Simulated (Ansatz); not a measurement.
# What LiBeF3 (model cell, started as cubic perovskite with Be in the octahedra) distorts into, part 3 of 3

Aim: this structure of LiBeF3 (model cell, started as cubic perovskite with Be in the octahedra) is to be tested for unstable modes, and one is followed downhill.

Ansatz 0.2.0; DFT PBE, scalar-relativistic, plane waves, PAW; PAW set soft_1.

So far. Step 4 (The mode frozen in, largest atomic shift 0.45 Å): The energy, extrapolated to zero smearing, is -7.25 meV/atom against the undistorted cell. Step 5 (Energy along the mode, all amplitudes (two of the runs …): The lowest of the steps tried is at 0.45 Å, 7.25 meV/atom below the parent; the bottom of the well need not coincide with a step.

The structure was built from a prototype and need not be the compound's stable phase.

**6. Relaxing from the distorted cell (continued)**

Relaxation path (22 of 107):

| step | energy less that of the first step (eV) | largest force component (eV/Å) | pressure (GPa) | volume (Å³) |
| --- | --- | --- | --- | --- |
| 1 | 0.0000 | 0.1453 | 1.34 | 171.11 |
| 6 | -0.0324 | 1.3500 | 6.86 | 178.98 |
| 11 | -0.5162 | 0.0039 | -0.01 | 185.02 |
| 16 | -0.9405 | 0.0359 | -0.02 | 197.96 |
| 21 | -1.1120 | 0.0592 | 0.26 | 205.46 |
| 26* | -1.1973 | 0.0024 | 0.39 | 211.39 |
| 31 | -1.2191 | 0.0039 | 0.00 | 222.87 |
| 36 | -1.2917 | 0.0077 | -0.01 | 234.46 |
| 41 | -1.3329 | 0.1861 | -0.20 | 246.37 |
| 46 | -1.3506 | 0.0003 | 0.00 | 245.58 |
| 51 | -1.3945 | 0.0030 | -0.01 | 256.42 |
| 57 | -1.4309 | 0.0047 | 0.03 | 264.38 |
| 62 | -1.4580 | 0.0134 | 0.07 | 269.68 |
| 67 | -1.4486 | 0.0002 | 0.00 | 276.42 |
| 72 | -1.4660 | 0.0024 | 0.00 | 285.18 |
| 77 | -1.4845 | 0.0022 | 0.03 | 290.28 |
| 82 | -1.4911 | 0.0179 | -0.01 | 298.80 |
| 87 | -1.5000 | 0.0022 | 0.01 | 303.13 |
| 92 | -1.5051 | 0.0006 | 0.00 | 307.08 |
| 97 | -1.5086 | 0.0011 | 0.00 | 309.69 |
| 102* | -1.5137 | 0.0002 | 0.01 | 311.64 |
| 107* | -1.5142 | 0.0015 | 0.00 | 312.83 |

Relaxation steps marked * repeat the geometry before them on a plane-wave basis chosen anew for their cell, so energy and pressure can jump there. Other such steps can lie between the rows shown. Relaxation steps 6, 41, 56, 58, 65, 76, 86, 91 and 3 more were tried and not accepted.

The run keeps the 8 symmetry operations that it works with, so distortions that break them were not tested.

```csv
cell as run,before,after,change
a (Å),3.497,3.056,-12.6 %
b (Å),4.946,9.818,+98.5 %
c (Å),9.892,10.425,+5.4 %
volume (Å³/atom),8.56,15.64,+82.8 %
```

The atoms that moved most (Å, as changes of fractional coordinates times the final cell):

```csv
atom,dx,dy,dz,length
F15,0.000,-1.716,1.739,2.443
F9,0.000,1.739,-1.716,2.443
F16,0.000,1.716,-1.739,2.443
F10,0.000,-1.739,1.716,2.443
F18,0.000,-1.032,1.032,1.459
F20,0.000,1.032,-1.032,1.459
F11,0.000,-0.967,0.935,1.345
F13,0.000,0.935,-0.967,1.345
```

The relaxed structure:

```xyz
20
Lattice="3.0563 0.0000 0.0000 0.0000 6.9424 -6.9424 0.0000 7.3718 7.3718" Properties=species:S:1:pos:R:3 pbc="T T T"
Li    0.0000   -0.8630    0.8630
Li    0.0000    5.3141   -1.6282
Li    0.0000    4.5489    2.8228
Li    0.0000    9.0000    2.0576
Be    1.5282    1.8429    1.8429
Be    1.5282    6.5428    0.8289
Be    1.5282    5.5288    5.5288
Be    1.5282    4.0854   -4.0854
F     1.5282    4.4735   -2.5983
F     1.5282    6.1547   -0.6582
F     1.5282    5.2984    3.8752
F     1.5282   12.7016    0.2400
F     1.5282    7.1317   -5.3298
F     1.5282    3.4965    2.0733
F     1.5282    8.0299    1.2170
F     1.5282    9.9701    2.8982
F     0.0000    1.8429    1.8429
F     0.0000    6.0140    1.3578
F     0.0000    5.5288    5.5288
F     0.0000    4.6143   -4.6143
```

Numbers from this step:

```
pressure          : 0.003415 GPa
gap on the k-mesh : 5.144 eV
volume per atom   : 15.64 Å³
```

The distorted start has space group Pmma; the relaxation ends in Pmma.

**7. The phases reached**

The phases reached along the modes that were followed are set side by side.

Energies are those of the first relaxation, on the mesh of the frozen mode; space group, volume and gap are those of the last relaxation. Phases, by row:

```
                mode frozen in  space group  energy from parent (meV/atom)  volume (Å³/atom)  gap on mesh (eV)  lowest zone-centre optical mode (cm⁻¹)  largest shift (Å)
                        parent        Pm-3m                              0             8.555             7.529                                       –                  –
      q = (0, 0, 0), 208i cm⁻¹         P4mm                         -94.34              9.79             6.852                                    96.9              0.804
      q = (0, 0, 0), 208i cm⁻¹          R3m                         -184.6             20.16             6.525                                    14.3              2.397
      q = (0, 0, 0), 208i cm⁻¹         Amm2                         -295.1             11.82             7.534                                    61.5              1.585
q = (0, 0.25, 0.25), 190i cm⁻¹         Pmma                         -82.96             15.64             5.144                                       –              2.546
```

**8. What came out**

- unstable mode of the parent: q = (0, 0.25, 0.25), 190i cm⁻¹
- depth at the lowest point sampled: 7.25 meV/atom
- largest atomic shift at that point: 0.45 Å
- space group reached (within 0.01 Å): Pmma
- energy gained over the parent (first relaxation, on the mesh of the frozen mode): 83.0 meV/atom
- volume per atom, phase reached: 15.6 Å³
- gap on the k-mesh, phase reached: 5.14 eV

**Reading.** From this start the structure relaxes into Pmma, 83.0 meV/atom below the parent. At the parent's cell the well is 7.246 meV/atom deep on the steps tried, with its lowest point at a shift of 0.45 Å. Relaxing atoms and cell changes the gain by +75.71 meV/atom against the lowest step (energies at zero smearing). Most of the total comes from this relaxation. The frozen pattern makes up only 19 % of the final shifts of the atoms, so other modes or strain give most of the change. The modes of the phase reached were not computed on this path. Of the 4 patterns followed to their end from this parent, this one ends 212 meV/atom above the lowest, Amm2. Each path keeps the symmetry of its pattern, so a lower phase may lie along a pattern not tried. The volume moved by more than a tenth on the k mesh of the start, so the energy gain is rough. The starting cell was built on a prototype and not taken from a measurement, so the phase need not exist.

[Logs are printed without paths, hosts, clocks, repeated set-up lines and the standing remarks that a program may print on its own settings, such as how far it seeks lower states.]

[Hosts, paths, dates, database ids (printed as entryN), source tags and the programs' standing remarks are cut or masked in the printed files.]
